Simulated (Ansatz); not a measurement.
# Resistivity from frozen vibrations: Mg(0001) with 2 thermally displaced layers, 2x2

Aim: the resistivity of Mg at 300 K from frozen thermal displacements between perfect leads. The measured value for the pure metal at this temperature is 4.51 µΩ cm (CRC Handbook of Chemistry and Physics, 84th ed., 2003, Electrical Resistivity of Pure Metals).

Calculated with Ansatz 0.2.0; Ansatz plane-wave DFT, PBE, PAW files; ballistic transport by layer matching (Landauer), zero bias; PAW set soft_1.

## (1) The starting structure

The cell holds 48 atoms: 48 Mg. Its edges and angles: a = 6.419 Å, b = 6.419 Å, c = 31.262 Å, α = 90.0°, β = 90.0°, γ = 120.0°. It derives from Mg. Regions: lead, 40 atoms (40 Mg); scattering region, 8 atoms (8 Mg). The structure is stacked along c, and the current runs across the ab planes.

## (2) With 2 displaced layers

Each atom of 2 layers is moved at random, by amounts drawn from a normal law 0.1085 Å wide in each direction from the Debye model (400 K) at 300 K. The layers about the cell's end stay perfect and serve as the lead. Disorder leaves little or no symmetry, which makes such runs dear. Energies from -0.05 to 0.05 eV in steps of 0.05 eV are too few for the program's thermal sum, so it prints no conductance; for a metal the transmission near the Fermi level serves, at a fraction of the cost.

input.yaml reads:

```yaml
crystal:
  lattice:
    - [6.41854, 0.0, 0.0]
    - [-3.20927, 5.5586186952, 0.0]
    - [0.0, 0.0, 31.26198]
  atoms:
    - { symbol: Mg, position: [0.1666666667, 0.3333333333, 0.0416666667] }
    - { symbol: Mg, position: [0.1666666667, 0.8333333333, 0.0416666667] }
    - { symbol: Mg, position: [0.6666666667, 0.3333333333, 0.0416666667] }
    - { symbol: Mg, position: [0.6666666667, 0.8333333333, 0.0416666667] }
    - { symbol: Mg, position: [0.3333333333, 0.1666666667, 0.125] }
    - { symbol: Mg, position: [0.3333333333, 0.6666666667, 0.125] }
    - { symbol: Mg, position: [0.8333333333, 0.1666666667, 0.125] }
    - { symbol: Mg, position: [0.8333333333, 0.6666666667, 0.125] }
    - { symbol: Mg, position: [0.1666666667, 0.3333333333, 0.2083333333] }
    - { symbol: Mg, position: [0.1666666667, 0.8333333333, 0.2083333333] }
    - { symbol: Mg, position: [0.6666666667, 0.3333333333, 0.2083333333] }
    - { symbol: Mg, position: [0.6666666667, 0.8333333333, 0.2083333333] }
    - { symbol: Mg, position: [0.3333333333, 0.1666666667, 0.2916666667] }
    - { symbol: Mg, position: [0.3333333333, 0.6666666667, 0.2916666667] }
    - { symbol: Mg, position: [0.8333333333, 0.1666666667, 0.2916666667] }
    - { symbol: Mg, position: [0.8333333333, 0.6666666667, 0.2916666667] }
    - { symbol: Mg, position: [0.1666666667, 0.3333333333, 0.375] }
    - { symbol: Mg, position: [0.1666666667, 0.8333333333, 0.375] }
    - { symbol: Mg, position: [0.6666666667, 0.3333333333, 0.375] }
    - { symbol: Mg, position: [0.6666666667, 0.8333333333, 0.375] }
    - { symbol: Mg, position: [0.3434275187, 0.1870858308, 0.4609070464] }
    - { symbol: Mg, position: [0.3613688091, 0.6982627756, 0.4541493943] }
    - { symbol: Mg, position: [0.8098468798, 0.1408892812, 0.4579593738] }
    - { symbol: Mg, position: [0.85000177, 0.6662382765, 0.4600543055] }
    - { symbol: Mg, position: [0.1358031677, 0.3362038075, 0.5385190829] }
    - { symbol: Mg, position: [0.2053320038, 0.8506433108, 0.544961423] }
    - { symbol: Mg, position: [0.6716697945, 0.3452954952, 0.5439499015] }
    - { symbol: Mg, position: [0.6559910638, 0.8236253695, 0.541268343] }
    - { symbol: Mg, position: [0.3333333333, 0.1666666667, 0.625] }
    - { symbol: Mg, position: [0.3333333333, 0.6666666667, 0.625] }
    - { symbol: Mg, position: [0.8333333333, 0.1666666667, 0.625] }
    - { symbol: Mg, position: [0.8333333333, 0.6666666667, 0.625] }
    - { symbol: Mg, position: [0.1666666667, 0.3333333333, 0.7083333333] }
    - { symbol: Mg, position: [0.1666666667, 0.8333333333, 0.7083333333] }
    - { symbol: Mg, position: [0.6666666667, 0.3333333333, 0.7083333333] }
    - { symbol: Mg, position: [0.6666666667, 0.8333333333, 0.7083333333] }
    - { symbol: Mg, position: [0.3333333333, 0.1666666667, 0.7916666667] }
    - { symbol: Mg, position: [0.3333333333, 0.6666666667, 0.7916666667] }
    - { symbol: Mg, position: [0.8333333333, 0.1666666667, 0.7916666667] }
    - { symbol: Mg, position: [0.8333333333, 0.6666666667, 0.7916666667] }
    - { symbol: Mg, position: [0.1666666667, 0.3333333333, 0.875] }
    - { symbol: Mg, position: [0.1666666667, 0.8333333333, 0.875] }
    - { symbol: Mg, position: [0.6666666667, 0.3333333333, 0.875] }
    - { symbol: Mg, position: [0.6666666667, 0.8333333333, 0.875] }
    - { symbol: Mg, position: [0.3333333333, 0.1666666667, 0.9583333333] }
    - { symbol: Mg, position: [0.3333333333, 0.6666666667, 0.9583333333] }
    - { symbol: Mg, position: [0.8333333333, 0.1666666667, 0.9583333333] }
    - { symbol: Mg, position: [0.8333333333, 0.6666666667, 0.9583333333] }
kpoints:
  mp_grid: { grid: [4, 4, 1] }
hamiltonian:
  xc: pbe
  pseudopotentials: { kind: paw, azcp: { folder: soft_1 } }
scf:
  occupations: { method: fermi_dirac, width: 0.1 }
output:
  transmission: { leads: [[0, 8]], kmesh: [8, 8], e_range: [-0.05, 0.05], de: 0.05 }
  write_potential: true
  write_density: true
  volumetric_format: npy
  elf: true
```

Launch:

```
> ansatz run input.yaml --threads 4 --pin off --max-ram 15360MiB --backend cpu --events-out ev --progress --plain --runs-dir out
```

Numbers of over 12 decimals in the logs are rounded to 6 here.

What it wrote:

```text
Engine: ansatz 0.2.0, x86_64-unknown-linux-gnu
Pseudopotentials: kind: paw
Pseudopotential: Mg, paw, valence charge 10, recommended cutoff 420 eV (normal), soft_1/Mg.paw.azcp
Functional definition: PBE
  parameter kappa = 0.804
  parameter beta = 0.066725
  exchange = pbe_x(kappa = kappa, mu = beta*pi^2/3)
  correlation = pbe_c(beta = beta)
Crystal: 48 atoms, lattice volume = 1115.372 Å³
Basis set: ecut = 420 eV, 21885 PW (Γ)
Bands: 288, of which v1, the nominal top of the filled ones, is band 240 counted from 1 (239 counted from 0)
Symmetry: 1 space group operations
Space group: P1 (ITA 1), of the structure as read, at distance tolerance 1.0e-4 Å
k-points: 10 of 16 (time reversal used)
Non-local potential: Mg, projectors of the file, l = 0: 3, l = 1: 2, l = 2: 1
PAW form: soft (Blöchl's): semilocal exchange-correlation on the pseudo side does not see the compensation charge
PAW one-centre angular grid: Mg, 110 points (default); XC on 64 Gauss nodes
Initial density: superposition of atomic densities (chi_scale 0.1, normalization cell)
Initial wavefunctions: pseudopotential atomic-orbital guess
Functional: x = pbe(κ = 0.804, μ = 0.219515), c = pbe(β = 0.066725)
SCF iter   1: F=—  HF=-92343.452840 eV  |F-HF|=—  |Δ(HF+E_count)|=         —  Δρ=1.32e-2  dr2=2.65e0  ethr=3.10e-3  ⟨swp⟩=10.2  Hψ=13386  notcnv=0  defer=6
preconditioner: auto → Kerker (q_TF=auto, 2.371 Å⁻¹)  [metal: Δε(μ)=0.127 eV  Ē_g=4.830 eV  σ=0.100 eV  W_gap=0.30  n_scr=268 (ndim 8)  ℏωp=10.9 eV  f_vac=0.000  D(μ)=14.08/eV (n_scr^D=68)]
SCF iter   2: F=—  HF=-92343.431156 eV  |F-HF|=—  |Δ(HF+E_count)|=   2.17e-2  Δρ=9.49e-3  dr2=1.40e0  ethr=5.53e-4  ⟨swp⟩=1.1  Hψ=3326  notcnv=0  defer=10
SCF iter   3: F=—  HF=-92343.171126 eV  |F-HF|=—  |Δ(HF+E_count)|=   2.60e-1  Δρ=1.77e-3  dr2=3.65e-2  ethr=2.92e-4  ⟨swp⟩=2.0  Hψ=3109  notcnv=0  defer=10
SCF iter   4: F=—  HF=-92343.168688 eV  |F-HF|=—  |Δ(HF+E_count)|=   2.44e-3  Δρ=1.50e-4  dr2=3.40e-4  ethr=7.60e-6  ⟨swp⟩=2.5  Hψ=5024  notcnv=0  defer=10
SCF iter   5: F=—  HF=-92343.168475 eV  |F-HF|=—  |Δ(HF+E_count)|=   2.13e-4  Δρ=5.80e-5  dr2=5.50e-5  ethr=7.09e-8  ⟨swp⟩=2.0  Hψ=5235  notcnv=0  defer=10
SCF iter   6: F=—  HF=-92343.168562 eV  |F-HF|=—  |Δ(HF+E_count)|=   8.67e-5  Δρ=2.27e-5  dr2=9.79e-6  ethr=1.14e-8  ⟨swp⟩=1.2  Hψ=2809  notcnv=0  defer=10
SCF iter   7: F=—  HF=-92343.168561 eV  |F-HF|=—  |Δ(HF+E_count)|=   3.74e-7  Δρ=3.32e-6  dr2=1.05e-7  ethr=2.04e-9  ⟨swp⟩=2.0  Hψ=3213  notcnv=0  defer=18
SCF iter   8: F=-92343.168561 eV  HF=-92343.168561 eV  |F-HF|=7.28e-10  |Δ(HF+E_count)|=   4.73e-8  Δρ=5.41e-7  dr2=4.53e-9  ethr=2.08e-11  ⟨swp⟩=9.9  Hψ=9359  notcnv=0
SCF 1 converged in 8 iterations: F = -92343.168561 eV  dr2 = 4.53e-9
  greatest PAW one-centre occupation: 1.000 electrons in one spin orbital (limit 2), on the Mg atom at site 21 (counted from 0), in its partial waves of l = 0
transmission: 161 of 1598 steps passed
transmission: 320 of 1598 steps passed
[...]
transmission: 1598 of 1598 steps passed
SCF converged after 8 iterations
Free energy (F): -92343.168561 eV
Harris-Foulkes:  -92343.168561 eV  (|F-HF|=7.28e-10)
Internal energy: -92342.697315 eV  (E = F + TS)
E sigma→0 (E₀):  -92342.932938 eV
Entropy (-TS):   -0.471246 eV (-9.818 meV/atom)
Fermi energy:    5.547156 eV
--- Per-component energies (eV) ---
  E_band       = -17229.751500
  E_kinetic    = 3314.396244
  E_local      = -82543.329133  (includes V_loc(G=0)·N_el)
  E_nonlocal   = 9384.243466
  E_hartree    = 28169.966774
  E_xc         = -1242.028438
  E_vxc        = -1601.932367  (∫ρ·V_xc dr)
  E_paw        = -14466.304945  (= ΣΔE_a)
  E_vpaw       = -2123.057993  (= ΣTr[D̂ρ^β])
  E_aug_tail   = -0.007072  (compensation charges beyond the density's cutoff)
  E_ewald      = -34959.634211
  E_smearing   = -0.471246  (= −TS)
  E_closure    = -0.000000  (closes the sum)
  Σ components = -92343.168561   (vs F -92343.168561, Δ=0.00e0)
--- Band table (eV; the first three rows and the last of 10) ---
  k-point 0: bands = [... 236 lower, 4.4154, 4.4258, 4.4333, 4.4354, 4.4495, 5.0395, 5.0517, 5.0575, ... 44 higher]
  k-point 1: bands = [... 236 lower, 4.9219, 4.9275, 4.9564, 4.9602, 5.5864, 5.5937, 5.6039, 5.6096, ... 44 higher]
  k-point 2: bands = [... 236 lower, 5.7281, 5.7316, 5.7509, 5.7550, 6.4973, 6.5112, 6.7948, 6.8055, ... 44 higher]
  k-point 9: bands = [... 236 lower, 5.7234, 5.7384, 5.7413, 5.7570, 6.4922, 6.5157, 6.7873, 6.8123, ... 44 higher]
--- Transmission ---
  basis      : 313 plane waves across, 47 finite elements along
  points     : 34, standing for a mesh of 8 x 8
  energies   : 3 from -0.050000 to 0.050000 eV about the Fermi level, 0.050000 eV apart; the leads are filled to 0.000000 eV, and channels, transmission and decay are at 0.000000 eV
  crystal 0  : Mg8, at the sites [0, 8], period 5.2103 Å, over 26.05 Å; its Hamiltonian steps by up to 1.3 meV
    offset         : up to 0.0000 Å between an atom of the period and one for which it stands
    channels       : 3.765625e0 a spin
    conductance    : none, the energies end too early or step too widely for 300 K: set another output.transmission.e_range or a lower de, or, where they end at an eighth of basis.ecutwfc, a higher one
  junction   : crystal 0 to crystal 0, 0.70 to 26.75 Å
    transmission   : 3.724490e0 a spin
    conductance    : none, the energies end too early or step too widely for 300 K: set another output.transmission.e_range or a lower de, or, where they end at an eighth of basis.ecutwfc, a higher one
```

The job ended after 8.8 min (4 threads of Intel Xeon Platinum 8375C at 2.90GHz (Ice Lake), shared host; peak memory 6 GiB; 31 min of CPU time).

Reading the cycles: dr2 is the Hartree energy of the density residual (eV), the measure of convergence; HF is the Harris–Foulkes estimate of the energy, which meets the free energy F at convergence.

Numbers from this step:

```yaml
free_energy: -92343.1686 eV
energy_at_zero_smearing: -92342.9329 eV
fermi_energy: 5.547 eV
cell_area: 35.68 Å²
transmission_per_spin_nearest_the_fermi_level: 3.724
open_channels_per_spin_nearest_the_fermi_level: 3.766
step_of_the_lead_s_potential: 1.3 meV
```

Per spin. Transmission, zone mean against energy, zero at the Fermi level:

```tsv
energy (eV)	transmission, zone mean
-0.0500	3.72
0.0000	3.72
0.0500	3.61
```

Per spin. Open channels, zone mean, lead against energy, zero at the Fermi level:

```tsv
energy (eV)	open channels, zone mean, lead
-0.0500	3.77
0.0000	3.77
0.0500	3.67
```

Transmission over k1 and k2. At 0.0000 eV from the Fermi level.

Values, 8 rows by 8 columns:
```
3.90 3.96 2.99 2.99 3.96 3.89 3.96 3.92
2.99 2.99 1.99 3.00 2.00 3.00 2.99 3.96
3.92 2.99 3.00 6.91 6.91 3.00 3.00 3.89
3.98 3.96 2.00 6.90 6.94 6.90 2.00 3.96
3.92 3.89 3.00 3.00 6.91 6.91 3.00 2.99
2.99 3.96 2.99 3.00 2.00 3.00 1.99 2.99
3.90 3.92 3.96 3.89 3.96 2.99 2.99 3.96
3.98 3.90 2.99 3.90 3.98 3.90 2.99 3.90
```
Columns: k1 (b1) from -0.5 to 0.375; rows upwards: k2 (b2) from -0.5 to 0.375.

Open channels over k1 and k2. At 0.0000 eV from the Fermi level.

Ten even steps from '_' (2.00) to '@' (7.00):
```
====::::========
::::__::__::::==
==::::@@@@::::==
====__@@@@@@__==
====::::@@@@::::
::==::::__::__::
==========::::==
====::======::==
```
Columns: k1 (b1) from -0.5 to 0.375; rows upwards: k2 (b2) from -0.5 to 0.375.

ELF in the ca plane at fractional y = 0.167, with atoms of Mg within 0.2 Å of it. It is the smooth field of the valence electrons, not physical close to the nuclei.

Ten even steps from '0' (0.06) to '9' (0.69), each cell a mean:
```
75101015776557763000048752357740010157755577
73033302789999850143117888888721333037899988
72131311799999840322305899999612313127999998
72033402789999850333205889998611433038899988
75101004776557761021026776667740110157765677
66532256652113675311356642235664223576421246
67777777630001567777766520014677777776200025
67766677640002567766666531014677656776300026
76310136764224665211146764357763101367532357
74013203788777762022106888888730231047877788
72132311799998850232304899999711323028999998
72131311799999850232304899998612313127999998
73023203788788861033105888887620332047887888
76300026764335775100147765566652000367643357
67655567641002566655677521125666556776300036
67777777630001467778887410014677777775200025
67532356651013666544677510015665334676410136
```
Columns run along c (16.0 Å, from fractional 0.24 to 0.76 of the cell), rows up along a (6.4 Å). Atoms in or near the plane, at fractional coordinates: Mg at (0.29, 0.33), Mg at (0.29, 0.83), Mg at (0.46, 0.34), Mg at (0.46, 0.81), Mg at (0.62, 0.33), Mg at (0.62, 0.83).

Valence density in the ca plane at fractional y = 0.167, with atoms of Mg within 0.2 Å of it. It is the smooth field of the valence electrons, not physical close to the nuclei.

Values in e/Å³, 9 rows by 16 columns, each cell a mean:
```
 0  3  0  0  0  0  1  1  0  0  0  1  2  0  0  0
 0 12  1  0  0  0  8  4  0  0  0  4  9  0  0  0
 0  1  0  0  0  0  1  0  0  0  0  0  1  0  0  0
 0  0  0  0  0  0  0  0  0  0  0  0  0  0  0  0
 0  0  0  0  0  0  0  0  0  0  0  0  0  0  0  0
 0 10  1  0  0  0  6  5  0  0  0  3  8  0  0  0
 0  5  1  0  0  0  3  2  0  0  0  2  4  0  0  0
 0  0  0  0  0  0  0  0  0  0  0  0  0  0  0  0
 0  0  0  0  0  0  0  0  0  0  0  0  0  0  0  0
```
Columns run along c (16.0 Å, from fractional 0.24 to 0.76 of the cell), rows up along a (6.4 Å). Atoms in or near the plane, at fractional coordinates: Mg at (0.29, 0.33), Mg at (0.29, 0.83), Mg at (0.46, 0.34), Mg at (0.46, 0.81), Mg at (0.62, 0.33), Mg at (0.62, 0.83).

Electrostatic potential energy in the ca plane at fractional y = 0.167, with atoms of Mg within 0.2 Å of it. With pseudopotentials it is smooth inside the atoms' cores, unlike the true potential.

Ten even steps from '0' (-65 eV) to '9' (7 eV), each cell a mean:
```
99987799999999999888999999999999778999999999
99731279999999998623699999999997214899999999
99610069999999998300489999999985001799999999
99730279999999998400589999999996203799999999
99976789999999999756899999999998767999999999
99999999999999999999999999999999999999999999
99999999999889999999999999899999999999988899
99999999999889999999999999999999999999998999
99998899999999999988999999999999889999999999
99864589999999999754699999999998546899999999
99710169999999998500389999999996002799999999
99610069999999998400289999999995001799999999
99853489999999999743689999999997435899999999
99988899999999999988999999999999888999999999
99999999999889999999999999999999999999998999
99999999999889999999999998899999999999988899
99999999999999999999999998899999999999999999
```
Columns run along c (16.0 Å, from fractional 0.24 to 0.76 of the cell; values clipped at the 3rd and 97th percentile), rows up along a (6.4 Å). Atoms in or near the plane, at fractional coordinates: Mg at (0.29, 0.33), Mg at (0.29, 0.83), Mg at (0.46, 0.34), Mg at (0.46, 0.81), Mg at (0.62, 0.33), Mg at (0.62, 0.83).

Over the solved energies the transmission per spin lies between 3.61 and 3.72, out of 3.73 channels of the lead on average (up to 3.77).

(Continued in part 2 of 2.)

[Logs are printed without paths, hosts, clocks, repeated set-up lines and the standing remarks that a program may print on its own settings, such as how far it seeks lower states.]

[Hosts, paths, dates, database ids (printed as entryN), source tags and the programs' standing remarks are cut or masked in the printed files.]
